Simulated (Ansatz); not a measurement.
# SrPdN (built on the sites of a database entry of BaAsPd): following an unstable mode, part 3 of 3

Wanted: the energy along a soft mode of SrPdN (built on the sites of a database entry of BaAsPd) and the structure at the end.

Ansatz 0.2.0; DFT PBE+D3(BJ), scalar-relativistic, plane waves, PAW.

So far. Step 4 (The mode frozen in, largest atomic shift 0.32 Å): The run ends at a pressure of -0.04 GPa, with forces up to 0.12 eV/Å. Step 5 (Energy along the mode, all amplitudes (two of the runs …): The lowest of the steps tried is at 0.32 Å, 4.24 meV/atom below the parent; the bottom of the well need not coincide with a step.

The structure was built from a prototype and need not be the compound's stable phase.

### Step 6. Relaxing from the distorted cell (continued)

Valence density in the ac plane at fractional y = 0.333, with atoms of Sr and N and Pd within 0.2 Å of it. It is the smooth field of the valence electrons, not physical close to the nuclei.

Ten steps, logarithmic in the rise over the least value, from '_' (0 e/Å³) to '@' (14 e/Å³), each cell a mean:
```
____..::==##@@@@%%**--::____
____....--++####**==::..____
______..::::------::....____
________..::::--::::..______
______..::--====----..______
______..--==++**++==::..____
______..--++####**++::..____
______..--++####**++::..____
______..--==++**++==::..____
..____..::--====--::....____
----::......::::........::--
++++--::..__....____..::==++
****++--..__________::--++**
++**++==..__________::==****
++**++==..__________::==****
****++--..__________::--++**
++==--::..............::==++
--::::....::::::::::....::--
........--==****++==::......
____..::==**%%%%##**--..____
____..::++%%@@@@@@##==::..__
____..::++%%@@@@@@##==::..__
```
Columns run along a (4.1 Å), rows up along c (6.5 Å). Atoms in or near the plane, at fractional coordinates: Sr at (0.00, 0.35), N at (0.50, 0.67), Pd at (0.50, 0.02).

Electrostatic potential energy in the ac plane at fractional y = 0.333, with atoms of Sr and N and Pd within 0.2 Å of it. With pseudopotentials it is smooth inside the atoms' cores, unlike the true potential.

Ten even steps from '0' (-87 eV) to '9' (16 eV), each cell a mean:
```
99998643568999
99999766689999
99999988999999
99999999999999
99999998999999
99999865799999
99999732489999
99999732489999
99999865799999
99999998999999
88999999999988
56899999999876
01689999999840
00479999998710
00479999998720
01689999999841
66899999999876
88999999999988
99999877789999
99998654579999
99997522358999
99997521358999
```
Columns run along a (4.1 Å; values clipped at the 3rd and 97th percentile), rows up along c (6.5 Å). Atoms in or near the plane, at fractional coordinates: Sr at (0.00, 0.35), N at (0.50, 0.67), Pd at (0.50, 0.02).

ELF in the ac plane at fractional y = 0.333, with atoms of Sr and N and Pd within 0.2 Å of it. It is the smooth field of the valence electrons, not physical close to the nuclei.

Values, 22 rows by 14 columns, each cell a mean:
```
0.12 0.18 0.30 0.31 0.40 0.51 0.50 0.48 0.52 0.49 0.35 0.31 0.26 0.16
0.08 0.13 0.24 0.27 0.31 0.40 0.48 0.48 0.46 0.38 0.28 0.27 0.20 0.11
0.04 0.07 0.15 0.20 0.20 0.20 0.22 0.23 0.21 0.19 0.20 0.19 0.11 0.06
0.03 0.05 0.12 0.19 0.24 0.27 0.30 0.31 0.29 0.26 0.22 0.17 0.09 0.04
0.03 0.06 0.17 0.34 0.54 0.66 0.73 0.74 0.71 0.63 0.47 0.29 0.11 0.05
0.05 0.08 0.28 0.53 0.76 0.82 0.75 0.68 0.80 0.82 0.69 0.47 0.18 0.07
0.06 0.13 0.41 0.68 0.85 0.85 0.46 0.21 0.67 0.86 0.80 0.62 0.27 0.10
0.06 0.12 0.40 0.68 0.85 0.85 0.46 0.21 0.67 0.86 0.80 0.62 0.26 0.09
0.05 0.06 0.21 0.47 0.75 0.82 0.73 0.67 0.79 0.82 0.66 0.40 0.12 0.05
0.13 0.09 0.09 0.20 0.51 0.69 0.74 0.74 0.74 0.66 0.38 0.16 0.08 0.11
0.66 0.55 0.24 0.09 0.16 0.33 0.48 0.50 0.44 0.29 0.10 0.11 0.37 0.59
0.85 0.83 0.63 0.26 0.07 0.12 0.22 0.24 0.19 0.10 0.10 0.36 0.75 0.84
0.61 0.76 0.83 0.60 0.11 0.05 0.08 0.09 0.06 0.05 0.26 0.70 0.84 0.71
0.13 0.49 0.84 0.73 0.19 0.04 0.05 0.06 0.04 0.05 0.40 0.79 0.77 0.36
0.16 0.51 0.84 0.73 0.19 0.05 0.06 0.07 0.05 0.05 0.39 0.79 0.77 0.38
0.64 0.77 0.83 0.58 0.12 0.07 0.12 0.14 0.10 0.07 0.26 0.69 0.84 0.73
0.83 0.81 0.59 0.25 0.10 0.17 0.22 0.23 0.21 0.15 0.12 0.33 0.72 0.82
0.58 0.47 0.22 0.12 0.18 0.25 0.26 0.26 0.26 0.24 0.15 0.13 0.32 0.51
0.10 0.09 0.12 0.20 0.30 0.38 0.44 0.45 0.43 0.36 0.26 0.17 0.10 0.09
0.07 0.11 0.21 0.27 0.38 0.50 0.52 0.51 0.53 0.48 0.33 0.26 0.17 0.09
0.14 0.20 0.29 0.31 0.43 0.51 0.39 0.33 0.45 0.50 0.37 0.30 0.27 0.18
0.15 0.22 0.31 0.32 0.44 0.49 0.35 0.28 0.42 0.50 0.38 0.31 0.29 0.20
```
Columns run along a (4.1 Å), rows up along c (6.5 Å). Atoms in or near the plane, at fractional coordinates: Sr at (0.00, 0.35), N at (0.50, 0.67), Pd at (0.50, 0.02).

The distorted start has space group P321; the relaxation ends in P321.

### Step 7. What came out

```
unstable mode of the parent                                                      : q = (0.333, 0.333, 0), 129i cm⁻¹
depth at the lowest point sampled                                                : 4.24 meV/atom
largest atomic shift at that point                                               : 0.32 Å
space group reached (within 0.01 Å)                                              : P321
energy gained over the parent (first relaxation, on the mesh of the frozen mode) : 7.62 meV/atom
volume per atom, phase reached                                                   : 16.7 Å³
```

What this shows: Along this mode the structure falls into P321, 7.62 meV/atom below the parent. At the parent's cell the well is 4.237 meV/atom deep on the steps tried, with its lowest point at a shift of 0.32 Å. Relaxing atoms and cell changes the gain by +3.38 meV/atom against the lowest step (energies at zero smearing). The modes of the phase reached were not computed on this path. Of the 2 patterns followed to their end from this parent, this one ends 16.8 meV/atom above the lowest, Amm2. Each path keeps the symmetry of its pattern, so a lower phase may lie along a pattern not tried. With no gap, or one that is small against the smearing, the frequencies hang on the k mesh and the smearing, most of all near Kohn anomalies. The phonon runs are without spin polarisation, although the cell has an odd electron count. A phonon run warned that its eigensolver left some bands unconverged in a pass. In the phonons the program treats the change of the C6 weights of the dispersion term with coordination only in part. The starting cell was built on a prototype and not taken from a measurement, so the phase need not exist.

[Logs are printed without paths, hosts, clocks, repeated set-up lines and the standing remarks that a program may print on its own settings, such as how far it seeks lower states.]

[Hosts, paths, dates, database ids (printed as entryN), source tags and the programs' standing remarks are cut or masked in the printed files.]
